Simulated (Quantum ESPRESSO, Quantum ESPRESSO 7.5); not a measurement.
**Work function and surface energy of Rh(100) against thickness**

How thick must a slab of Rh(100) be?

Calculated with Quantum ESPRESSO 7.5; plane-wave DFT, PBE, GBRV ultrasoft pseudopotentials.

Experimental background.

“Anisotropic work function of elemental crystals” (2019, arxiv:1902.07811) quotes from earlier work for Rh (clean (100) face): work function (clean (100) face) 5.3 eV.

The raw output is cut from this account; settings, times and results stay.

**1. Set-up**

The cell holds 8 atoms: 8 Rh. Cell: a = 2.687 Å, b = 2.687 Å, c = 28.300 Å, α = 90.0°, β = 90.0°, γ = 90.0°. It derives from Rh. Vacuum lies along c.

Structure file:

```cif
data_structure
_symmetry_space_group_name_H-M 'P 1'
_symmetry_Int_Tables_number 1
_cell_length_a 2.6870
_cell_length_b 2.6870
_cell_length_c 28.3000
_cell_angle_alpha 90.000
_cell_angle_beta 90.000
_cell_angle_gamma 90.000
_cell_volume 204.33
loop_
_atom_site_label
_atom_site_type_symbol
_atom_site_fract_x
_atom_site_fract_y
_atom_site_fract_z
_atom_site_occupancy
Rh1 Rh 0.50000 0.50000 0.26502 1
Rh2 Rh 0.00000 0.00000 0.33216 1
Rh3 Rh 0.50000 0.50000 0.39929 1
Rh4 Rh 0.00000 0.00000 0.46643 1
Rh5 Rh 0.50000 0.50000 0.53357 1
Rh6 Rh 0.00000 0.00000 0.60071 1
Rh7 Rh 0.50000 0.50000 0.66784 1
Rh8 Rh 0.00000 0.00000 0.73498 1
```

**2. The script**

ASE writes the inputs, starts pw.x and reads the results. Under ESM bc1 the zero of energy of a symmetric slab is the vacuum, so the work function is minus the Fermi level.

run.py reads:

```python
import json
import numpy as np
from ase.build import fcc100
from ase.calculators.espresso import Espresso, EspressoProfile

profile = EspressoProfile(command='mpirun -n 4 pw.x -nk 4', pseudo_dir='../pseudo')
pseudopotentials = {'Rh': 'rh_pbe_v1.4.uspp.F.UPF'}
system = {'ecutwfc': 40, 'ecutrho': 200, 'occupations': 'smearing', 'smearing': 'mv', 'degauss': 0.02}


def calculator(name, kpts, **extra):
    data = dict(control=dict(tprnfor=True, verbosity='high', disk_io='none'),
                system=system | extra,
                electrons=dict(conv_thr=1e-07, mixing_beta=0.4, mixing_mode='local-TF',
                               electron_maxstep=100))
    return Espresso(profile=profile, directory=name, pseudopotentials=pseudopotentials, kpts=kpts, input_data=data)


def centre(atoms):
    z = atoms.positions[:, 2]
    atoms.positions[:, 2] -= (z.max() + z.min()) / 2  # ESM wants the slab about z = 0
    return atoms


rows = []
for n in [3, 4, 5, 6, 7, 8]:
    slab = centre(fcc100('Rh', size=(1, 1, n), a=3.8, vacuum=7.5, periodic=True))
    slab.set_initial_magnetic_moments([0.0] * n)
    slab.calc = calculator(f'n{n}', (12, 12, 1), assume_isolated='esm', esm_bc='bc1')
    energy = slab.get_potential_energy()
    work = -slab.calc.get_fermi_level()
    force = slab.get_forces()[-1, 2]
    rows.append([n, energy, work, force])
    print(f'{n} layers: E = {energy:.5f} eV, work function {work:.3f} eV, force on the top atom {force:+.3f} eV/A')

n, energy = np.array(rows)[:, :2].T
slope, offset = np.polyfit(n[1:], energy[1:], 1)
area = np.linalg.norm(np.cross(*slab.cell[:2]))
gamma = offset / (2 * area) * 16.0218
print(f'bulk energy from the slope {slope:.5f} eV an atom; unrelaxed surface energy {gamma:.3f} J/m^2')
json.dump(dict(rows=rows, slope=slope, gamma=gamma), open('result.json', 'w'))
```

Command:

```bash
OMP_NUM_THREADS=1 python run.py
```

Elapsed: 10 min, on 4 MPI ranks of Arm Neoverse V2, shared host; peak memory 0.94 GiB; 41 min of CPU time.

Numbers from this step:

- surface energy: 2.482 J/m²
- work function of the thickest slab: 5.062 eV

Table of work function by layers:

```tsv
layers	work function (eV)
3.00	4.98
4.00	5.08
5.00	5.10
6.00	5.06
7.00	5.06
8.00	5.06
```

Table of force on the top atom along the normal by layers:

```tsv
layers	force on the top atom along the normal (eV/Å)
3.00	-0.411
4.00	-0.216
5.00	-0.348
6.00	-0.346
7.00	-0.323
8.00	-0.320
```

Table of energy less the bulk line's slope by layers:

```tsv
layers	energy less the bulk line's slope (meV)
3.00	2162
4.00	2244
5.00	2233
6.00	2228
7.00	2235
8.00	2243
```

**3. Running the series: PBEsol, GBRV ultrasoft**

Level of this step: plane-wave DFT, PBEsol, GBRV ultrasoft pseudopotentials (Quantum ESPRESSO 7.5).

run.py, as its differences from the input of step 2:

```diff
@@ -6,3 +6,3 @@
 profile = EspressoProfile(command='mpirun -n 4 pw.x -nk 4', pseudo_dir='../pseudo')
-pseudopotentials = {'Rh': 'rh_pbe_v1.4.uspp.F.UPF'}
+pseudopotentials = {'Rh': 'rh_pbesol_v1.4.uspp.F.UPF'}
 system = {'ecutwfc': 40, 'ecutrho': 200, 'occupations': 'smearing', 'smearing': 'mv', 'degauss': 0.02}
```

Command:

```bash
OMP_NUM_THREADS=1 python run.py
```

Run time: 10 min. Hardware: 4 MPI ranks; peak memory 0.94 GiB; 41 min of CPU time.

Numbers from this step:

| Item | Value |
| --- | --- |
| surface energy | 3.001 J/m² |
| work function of the thickest slab | 5.185 eV |

The work function by layers:

```tsv
layers	work function (eV)
3.00	5.1
4.00	5.20
5.00	5.22
6.00	5.19
7.00	5.19
8.00	5.19
```

Table of force on the top atom along the normal by layers:

```tsv
layers	force on the top atom along the normal (eV/Å)
3.00	-0.907
4.00	-0.715
5.00	-0.858
6.00	-0.845
7.00	-0.824
8.00	-0.816
```

Table of energy less the bulk line's slope by layers:

```tsv
layers	energy less the bulk line's slope (meV)
3.00	2631
4.00	2712
5.00	2701
6.00	2698
7.00	2702
8.00	2711
```

**4. The arithmetic**

γ = (E_N − N e_bulk)/(2A). The excess of the thickest slab is 2.243 eV and A = 7.220 Å²: 2.243/(2 × 7.220) × 16.02 = 2.49 J/m² (1 eV/Å² = 16.02 J/m²); the fit's intercept gives 2.48.

**5. Summary of results**

```
work function of the thickest slab, PBE, GBRV ultrasoft    : 5.06 eV
unrelaxed surface energy, PBE, GBRV ultrasoft              : 2.48 J/m²
work function of the thickest slab, PBEsol, GBRV ultrasoft : 5.19 eV
unrelaxed surface energy, PBEsol, GBRV ultrasoft           : 3.00 J/m²
```

**Reading.** The thickest slab gives a work function of 5.06 eV and the series an unrelaxed surface energy of 2.48 J/m² (PBE, GBRV ultrasoft). The work function swings by 0.12 eV over 3 to 8 layers and by 0.00 eV over the last step; confined states crossing the Fermi level and the finite mesh both contribute. From 4 layers on it stays within 0.1 eV. The force on the top atom of the thickest slab points inwards (0.32 eV/Å). The slabs are cut from the bulk at the tabulated lattice constant and not relaxed; the surface energy comes from a straight line through the energies of all but the thinnest slab.

Calculation against experiment:

```
                             quantity  measured        PBE, GBRV     PBEsol, GBRV
work function (clean (100) face) (eV)       5.3  5.06 (-0.24 eV)  5.19 (-0.11 eV)
```

Measured values from arxiv:1902.07811 (2019).

Verdict: For the work function, of the levels listed nearest comes PBEsol, GBRV (-0.11 eV, good agreement) and farthest PBE, GBRV (-0.24 eV, fair agreement).

[Long decimals in the printed logs are rounded to 6 places.]

[Logs are printed without paths, hosts, clocks, repeated set-up lines and the standing remarks that a program may print on its own settings, such as how far it seeks lower states.]

[Hosts, paths, dates, database ids (printed as entryN), source tags and the programs' standing remarks are cut or masked in the printed files.]

[Maps of the electrostatic potential energy from Ansatz leave out the sawtooth potential of an applied field or a dipole correction, so their vacuum need not be flat; planar profiles and work functions include it.]
